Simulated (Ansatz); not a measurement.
# Cl-SnSn-Cl chair monolayer in a perpendicular field, part 2 of 2

What dipole does a perpendicular field induce in the Cl-SnSn-Cl chair monolayer? A positive field points along +c.

Ansatz 0.2.0; plane-wave DFT, PBE-D3(BJ), Ansatz PAW (set soft_1); PAW set soft_1.

So far. Step 2 (Relaxation): The lattice constant a goes from 4.587 to 4.859 Å.

## 3. Atoms held, field 0

A sawtooth potential applies the field, turning back in the middle of the vacuum. With the dipole correction the typed value is the field outside the slab. The induced dipole is small, so the SCF threshold is tight.

The cell differs from the one that the last finished run ended in (c 42.447 → 23.426 Å).

Contents of input.yaml:

```yaml
crystal:
  lattice:
    - [4.8587850712, 0.0, 0.0]
    - [-2.4293925356, 4.2078313032, 0.0]
    - [0.0, 0.0, 23.4256017015]
  atoms:
    - { symbol: Cl, position: [0.6666666667, 0.3333333333, 0.3841950407] }
    - { symbol: Sn, position: [0.6666666667, 0.3333333333, 0.4854086645] }
    - { symbol: Sn, position: [0.3333333333, 0.6666666667, 0.5145913355] }
    - { symbol: Cl, position: [0.3333333333, 0.6666666667, 0.6158049593] }
kpoints:
  mp_grid: { grid: [12, 12, 1] }
  band_path:
    path: [[0, 0, 0], [0.5, 0, 0], [0.33333333, 0.33333333, 0], [0, 0, 0]]
    npoints: 16
hamiltonian:
  xc: pbe
  dispersion: d3bj
  pseudopotentials: { kind: paw, azcp: { folder: soft_1 } }
scf:
  occupations: { method: fermi_dirac, width: 0.02585 }
  convergence: { dr2_threshold: 1.0e-10 }
efield:
  axis: 3
  dipole_correction: true
  ramp_position: 0.97
  ramp_width: 0.06
  amplitude: 0
output:
  dos: { projected: true, e_range: [-6, 5] }
  write_potential: true
  write_density: true
  volumetric_format: npy
  elf: true
```

The run is started by

```console
ansatz run input.yaml --threads 2 --pin off --max-ram 3072MiB --backend cpu --events-out ev --progress --plain --runs-dir out
```

Numbers of over 12 decimals in the logs are rounded to 6 here.

What it wrote:

```text
[...]
Crystal: 4 atoms, lattice volume = 478.935 Å³
Basis set: ecut = 420 eV, 9301 PW (Γ)
Bands: 26, of which v1, the nominal top of the filled ones, is band 21 counted from 1 (20 counted from 0)
Symmetry: 6 space group operations
k-points: 19 of 144 (time reversal used)
[...]
SCF iter   1: F=—  HF=-14211.095999 eV  |F-HF|=—  |Δ(HF+E_count)|=         —  Δρ=1.51e-2  dr2=2.44e0  ethr=3.10e-3  p=0.000 e·Å  D=2.87e-14 V/Å  ΔV_dip=-0.00 eV  dr2_dipole=2.41e-8  V_vac-E_F(+/−)=5.59/5.59 eV  ⟨swp⟩=9.2  Hψ=2819  notcnv=0
efield: sawtooth ramp at fractional position 0.9700 (set: `efield.ramp_position`, or a place that a band, a saddle search or an elastic batch's reference lends), width 0.0600; the density the first Hamiltonian is built on has a dipole p = 0.000 e·Å; the dipole correction subtracts the counter field D = 2.87e-14 V/Å, which shifts the + side's vacuum level by -0.00 eV against the − side's; the planar-averaged density in the ramp window peaks in size at 1.4e-7 e/Å³
[...]
SCF iter   2: F=—  HF=-14211.947898 eV  |F-HF|=—  |Δ(HF+E_count)|=   8.52e-1  Δρ=2.24e-2  dr2=7.10e0  ethr=3.10e-3  p=-0.000 e·Å  D=-8.04e-5 V/Å  ΔV_dip=0.00 eV  dr2_dipole=9.87e-7  V_vac-E_F(+/−)=7.18/7.18 eV  ⟨swp⟩=5.8  Hψ=1587  notcnv=0  defer=17  recentre
[...]
SCF iter  11: F=-14210.453465 eV  HF=-14210.453465 eV  |F-HF|=5.09e-11  |Δ(HF+E_count)|=  6.80e-10  Δρ=7.17e-8  dr2=1.06e-11  ethr=1.00e-12  p=-0.000 e·Å  D=-9.51e-9 V/Å  ΔV_dip=0.00 eV  dr2_dipole=8.49e-14  V_vac-E_F(+/−)=6.40/6.40 eV  ⟨swp⟩=14.1  Hψ=1894  notcnv=0
SCF 1 converged in 11 iterations: F = -14210.453465 eV  dr2 = 1.06e-11
[...]
NSCF: frozen V_eff on 49 k-points
efield: sawtooth ramp at fractional position 0.9700 (kept from the solve that this one continues, or follows in the run), width 0.0600; the density the first Hamiltonian is built on has a dipole p = -0.000 e·Å; the dipole correction subtracts the counter field D = -9.51e-9 V/Å, which shifts the + side's vacuum level by +0.00 eV against the − side's; the planar-averaged density in the ramp window peaks in size at 1.3e-7 e/Å³
[...]
SCF converged after 11 iterations
Free energy (F): -14210.453465 eV
[...]
Internal energy: -14210.452701 eV  (E = F + TS)
E sigma→0 (E₀):  -14210.453083 eV
Entropy (-TS):   -0.000765 eV (-0.191 meV/atom)
Fermi energy:    -3.477504 eV
Dipole field:    D = 0.000000 V/Å  (p = 0.000001 e·Å, saw-weighted, corrected)
Work function:   Φ+ = 6.4007 eV   Φ− = 6.4008 eV
Levels:          The Fermi level and band energies are counted from a zero that moves with the ramp; work functions are not
[...]
--- Band table (eV; the first three rows and the last of 19) ---
  k-point 0: bands = [... 17 lower, -5.6083, -5.6083, -3.9433, -3.4863, -3.4863, -1.5791, -0.2279, -0.2279, ... 1 higher]
  k-point 1: bands = [... 17 lower, -5.6208, -5.6107, -4.4770, -3.5691, -2.8810, -1.5305, -0.2502, -0.0336, ... 1 higher]
  k-point 2: bands = [... 17 lower, -5.6542, -5.6185, -4.9702, -3.7596, -2.2819, -1.3919, -0.0968, 0.4807, ... 1 higher]
  k-point 18: bands = [... 17 lower, -5.8186, -5.5907, -5.5907, -4.8364, -0.0655, -0.0655, 0.8715, 0.8715, ... 1 higher]
```

Wall time 27 s (2 threads of Intel Xeon Platinum 8259CL at 2.50GHz (Skylake/Cascade Lake), shared host); peak memory 0.83 GiB.

The column dr2 measures how far the density is from self-consistency, as an energy; F and HF (Harris–Foulkes) agree once it is small.

This step gave:

```
energy at zero smearing   : -14210.4531 eV
work function, upper face : 6.401 eV
dipole along the normal   : 6.45e-7 e·Å
```

Running mean over a fixed 2.8 Å (it still follows the layers) of the planar mean; the ramp of the sawtooth is left out. The electron's electrostatic potential energy less the Fermi level by z:

z (Å), electron's electrostatic potential energy less the Fermi level (eV) and a bar from the least value:
```
        3       6.40 ##############################
        4       6.40 ##############################
        5       6.40 ##############################
        6       6.39 ##############################
        7       6.12 #############################
        8       4.39 #######################
        9       3.14 ###################
       10       0.54 ###########
       11      -2.01 ###
       12      -2.87 
       13      -0.66 #######
       14       2.17 ################
       15       3.81 ######################
       16       5.49 ###########################
       17       6.36 ##############################
       18       6.40 ##############################
       19       6.40 ##############################
       20       6.40 ##############################
```

The density of states has structure finer than the step of the table below, so its rows give means over 0.25 eV, whole bins alone (the curve runs from -6 to 1.99 eV). Peaks (eV: height): -3.350: 8.31, -3.190: 18.7, -2.280: 19.6, -2.170: 43.8, -2.060: 10.7.

The density of states by energy, zero at the Fermi level; means over each step:

```csv
energy (eV),density of states (states/eV a cell)
-5.75,0.912
-5.50,0.889
-5.25,0.950
-5.00,0.666
-4.75,0
-4.50,0
-4.25,0
-4.00,0
-3.75,0
-3.50,2.98
-3.25,8.55
-3.00,5.27
-2.75,4.26
-2.50,2.83
-2.25,14.6
-2.00,5.54
-1.75,1.36
-1.50,0.598
-1.25,1.83
-1.00,2.14
-0.75,2.43
-0.50,1.18
-0.25,0.770
0.00,0.236
0.25,0.0589
0.50,0.117
0.75,0.192
1.00,0.249
1.25,0.902
1.50,2.07
1.75,1.05
```

Projected DOS per atom over height of the atomic layer and energy from the Fermi level. Layers: Cl Sn Sn Cl from below.

Ten even steps from '_' (0.0 states/eV) to '@' (6.3 states/eV), each cell a mean:
```
________
__....__
________
________
________
________
________
__....__
________
________
..____..
@@____@@
..____..
::....::
--::::--
________
________
________
________
________
________
________
```
Columns: height of the atomic layer (Å) from 9 to 14.4 (not evenly spaced); rows upwards: energy from the Fermi level (eV) from -5.96 to 1.96.

The electronic bands at the labelled points (eV, zero at the Fermi level):

```csv
point,band 18,band 19,band 20,band 21,band 22,band 23,band 24,band 25
Γ,-2.13,-2.13,-0.47,-0.01,-0.01,1.90,3.25,3.25
halfway,-2.22,-2.15,-1.78,-0.49,1.39,2.30,3.99,4.66
M,-2.27,-2.18,-2.10,-0.78,1.23,3.02,3.83,6.14
halfway,-2.31,-2.16,-2.08,-1.16,2.35,3.18,3.76,5.51
K,-2.34,-2.11,-2.11,-1.36,3.41,3.41,4.35,4.35
halfway,-2.20,-2.19,-1.85,-0.78,2.12,2.43,3.42,4.94
Γ,-2.13,-2.13,-0.47,-0.01,-0.01,1.90,3.25,3.25
```

Valence density in the ca plane at fractional y = 0.333, with atoms of Cl and Sn within 0.2 Å of it. It is the smooth field of the valence electrons, not physical close to the nuclei.

Ten steps, logarithmic in the rise over the least value, from '0' (0 e/Å³) to '9' (10 e/Å³), each cell a mean:
```
00000000000000000111111112221100000000000000
00000000000000001344322234432100000000000000
00000000000000012456543467752100000000000000
00000000000000013555653589973100000000000000
00000000000000013555653589973100000000000000
00000000000000013556543478753100000000000000
00000000000000001344322234432100000000000000
00000000000000000122111122221100000000000000
00000000000000000000000011211100000000000000
00000000000000000000000011111100111100000000
00000000000000000000000001111100111100000000
00000000000000000000000001111100111100000000
00000000000000000000000011111100000000000000
```
Columns run along c (16.0 Å, from fractional 0.09 to 0.78 of the cell), rows up along a (4.9 Å). Atoms in or near the plane, at fractional coordinates: Cl at (0.38, 0.67), Sn at (0.49, 0.67).

Electrostatic potential energy in the ca plane at fractional y = 0.333, with atoms of Cl and Sn within 0.2 Å of it. With pseudopotentials it is smooth inside the atoms' cores, unlike the true potential.

Values in eV, 7 rows by 16 columns, each cell a mean:
```
  3   3   3   3   3   3   0  -1  -5 -11  -3   1   2   3   3   3
  3   3   3   3   3   1 -22 -21 -18 -20 -11   1   2   3   3   3
  3   3   3   3   3   1 -27 -26 -20  -9 -13   1   2   3   3   3
  3   3   3   3   3   2  -7  -7 -10 -20  -5   1   2   3   3   3
  3   3   3   3   3   3   2   2  -1  -3  -2   1   2   3   3   3
  3   3   3   3   3   3   3   2   0  -3  -3   1   2   3   3   3
  3   3   3   3   3   3   3   2   0  -2  -2   1   2   3   3   3
```
Columns run along c (16.0 Å, from fractional 0.09 to 0.78 of the cell; values clipped at the 3rd and 97th percentile), rows up along a (4.9 Å). Atoms in or near the plane, at fractional coordinates: Cl at (0.38, 0.67), Sn at (0.49, 0.67).

ELF in the ca plane at fractional y = 0.333, with atoms of Cl and Sn within 0.2 Å of it. It is the smooth field of the valence electrons, not physical close to the nuclei.

Ten even steps from '0' (0.00) to '9' (0.88), each cell a mean:
```
00000000000000125788631245665200123321000000
00000000000000147999863233345310000000000000
00000000000000258999984221134410000000000000
00000000000000269965784200024420000000000000
00000000000000269964784200024420000000000000
00000000000000258998984211134410000000000000
00000000000000147999963233345310000000000000
00000000000000135788631245565300023210000000
00000000000000012454310145664211245532000000
00000000000000000000000134554211467652100000
00000000000000000000000124443212477753100000
00000000000000000000000134554211467653100000
00000000000000012343200135664211256542000000
```
Columns run along c (16.0 Å, from fractional 0.09 to 0.78 of the cell), rows up along a (4.9 Å). Atoms in or near the plane, at fractional coordinates: Cl at (0.38, 0.67), Sn at (0.49, 0.67).

The work function of the upper face is 6.40 eV.

## 4. Single point, field 0.1 V/Å

input.yaml: that of step 3 with these lines changed.

```diff
@@ -25,7 +25,6 @@
   dipole_correction: true
-  ramp_position: 0.97
-  ramp_width: 0.06
-  amplitude: 0
+  ramp_position: 0.9454
+  ramp_width: 0.1093
+  amplitude: 0.1
 output:
-  dos: { projected: true, e_range: [-6, 5] }
   write_potential: true
@@ -33,2 +32 @@
   volumetric_format: npy
-  elf: true
```

What it wrote:

```text
[...]
Crystal: 4 atoms, lattice volume = 478.935 Å³
Basis set: ecut = 420 eV, 9301 PW (Γ)
Bands: 26, of which v1, the nominal top of the filled ones, is band 21 counted from 1 (20 counted from 0)
Symmetry: 6 space group operations
k-points: 19 of 144 (time reversal used)
[...]
k-point 0: bands = [... 17 lower, -5.6015, -5.6015, -3.9435, -3.4865, -3.4865, -1.5799, -0.2282, -0.2282, ... 1 higher]
  k-point 1: bands = [... 17 lower, -5.6167, -5.6046, -4.4769, -3.5693, -2.8812, -1.5312, -0.2505, -0.0339, ... 1 higher]
  k-point 2: bands = [... 17 lower, -5.6537, -5.6137, -4.9691, -3.7597, -2.2821, -1.3926, -0.0971, 0.4804, ... 1 higher]
  k-point 18: bands = [... 17 lower, -5.8192, -5.6257, -5.5553, -4.8355, -0.0773, -0.0548, 0.8670, 0.8753, ... 1 higher]
[key lines of the parts left out:]
SCF converged after 11 iterations
Free energy (F): -14210.456634 eV
Fermi energy:    -3.477648 eV
Dipole field:    D = 0.023945 V/Å  (p = 0.063376 e·Å, saw-weighted, corrected)
```

Wall time 26 s (2 threads); peak memory 0.73 GiB; 51 s of CPU time.

The dipole is 0.0634 e·Å.

## 5. Single point, field -0.1 V/Å

input.yaml: that of step 4 with these lines changed.

```diff
@@ -27,3 +27,3 @@
   ramp_width: 0.1093
-  amplitude: 0.1
+  amplitude: -0.1
 output:
```

What it wrote:

```text
[...]
Crystal: 4 atoms, lattice volume = 478.935 Å³
Basis set: ecut = 420 eV, 9301 PW (Γ)
Bands: 26, of which v1, the nominal top of the filled ones, is band 21 counted from 1 (20 counted from 0)
Symmetry: 6 space group operations
k-points: 19 of 144 (time reversal used)
[...]
k-point 0: bands = [... 17 lower, -5.6013, -5.6013, -3.9433, -3.4863, -3.4863, -1.5797, -0.2280, -0.2280, ... 1 higher]
  k-point 1: bands = [... 17 lower, -5.6165, -5.6044, -4.4767, -3.5691, -2.8810, -1.5310, -0.2503, -0.0337, ... 1 higher]
  k-point 2: bands = [... 17 lower, -5.6535, -5.6135, -4.9690, -3.7595, -2.2819, -1.3924, -0.0969, 0.4805, ... 1 higher]
  k-point 18: bands = [... 17 lower, -5.8191, -5.6255, -5.5551, -4.8353, -0.0771, -0.0546, 0.8672, 0.8754, ... 1 higher]
[key lines of the parts left out:]
SCF converged after 11 iterations
Free energy (F): -14210.456634 eV
Fermi energy:    -3.477470 eV
Dipole field:    D = -0.023944 V/Å  (p = -0.063375 e·Å, saw-weighted, corrected)
```

Elapsed: 26 s, on 2 threads; peak memory 0.72 GiB.

The dipole is -0.0634 e·Å.

## 6. Response, atoms held

This step: plane-wave DFT, PBE-D3(BJ), Ansatz PAW (set soft_1); response to a field along the normal, atoms held; PAW set soft_1 (Ansatz 0.2.0).

The dipoles give the slope, and the difference of two potentials shows where the field is screened.

Numbers from this step:

```yaml
equivalent_conductor_thickness_p_eps_0ae: 5.609 Å
distance_between_the_outer_atoms: 5.426 Å
```

Dipole of the cell against applied field:

```csv
applied field (V/Å),dipole of the cell (e·Å)
-0.1000,-0.0634
0.0000,6.5e-7
0.1000,0.0634
```

Local field over the applied field, running mean. From the potentials at -0.1 and 0.1 V/Å; running mean over 2.5 Å. The local field over applied field by z:

```csv
z (Å),local field over applied field
4.5,1.000
5.0,0.999
5.5,0.998
6.0,0.992
6.5,0.971
7.0,0.914
7.5,0.802
8.0,0.662
8.5,0.520
9.0,0.395
9.5,0.313
10.0,0.260
10.5,0.203
11.0,0.157
11.5,0.142
12.0,0.142
12.5,0.162
13.0,0.212
13.5,0.267
14.0,0.323
14.5,0.411
15.0,0.541
15.5,0.683
16.0,0.822
16.5,0.926
17.0,0.976
17.5,0.993
18.0,0.998
18.5,1.000
19.0,1.000
```

Electrons, planar mean, per unit field. The induced electron density by z:

z (Å), induced electron density (e/Å³ per V/Å) and a bar from the least value:
```
      4.5    0.00000 ################
      5.0    0.00000 ################
      5.5    0.00001 ################
      6.0    0.00003 ################
      6.5    0.00012 ################
      7.0    0.00040 #################
      7.5    0.00123 ######################
      8.0    0.00286 #############################
      8.5    0.00297 ##############################
      9.0    0.00038 #################
      9.5    0.00043 ##################
     10.0   -0.00078 ############
     10.5    0.00033 #################
     11.0    0.00248 ############################
     11.5    0.00097 ####################
     12.0   -0.00131 #########
     12.5   -0.00236 ####
     13.0    0.00005 ################
     13.5    0.00068 ###################
     14.0   -0.00046 #############
     14.5   -0.00059 #############
     15.0   -0.00319 
     15.5   -0.00261 ###
     16.0   -0.00106 ##########
     16.5   -0.00033 ##############
     17.0   -0.00009 ###############
     17.5   -0.00002 ###############
     18.0   -0.00001 ################
     18.5    0.00000 ################
     19.0    0.00000 ################
```

By hand: between -0.1 and 0.1 V/Å the dipole changes by 0.1268 e·Å, a slope of 0.6338 e·Å²/V. A perfect conductor of thickness t has p = ε₀AEt, so t = 180.95 × 0.6338 / 20.445 = 5.61 Å (e/ε₀ = 180.95 V·Å, A in Å²).

The induced dipole is that of a conductor 5.61 Å thick.

## 7. Outcome

* gap without field: none
* work function, upper face: 6.40 eV
* equivalent conductor thickness, atoms held: 5.61 Å

What this shows: The induced dipole equals that of a perfect conductor 5.61 Å thick, while the outer atoms lie 5.43 Å apart. There is no gap over 0.03 eV, with or without the field. Spin-orbit coupling is left out, which matters for the bands of elements this heavy.

[Logs are printed without paths, hosts, clocks, repeated set-up lines and the standing remarks that a program may print on its own settings, such as how far it seeks lower states.]

[Hosts, paths, dates, database ids (printed as entryN), source tags and the programs' standing remarks are cut or masked in the printed files.]

[Maps of the electrostatic potential energy from Ansatz leave out the sawtooth potential of an applied field or a dipole correction, so their vacuum need not be flat; planar profiles and work functions include it.]

[The density of states shown here was stored with 400 of the rows of the run's finer table, so its peaks can read low, often by over a quarter, or be missed, and its means over a window can be off by a tenth or more.]
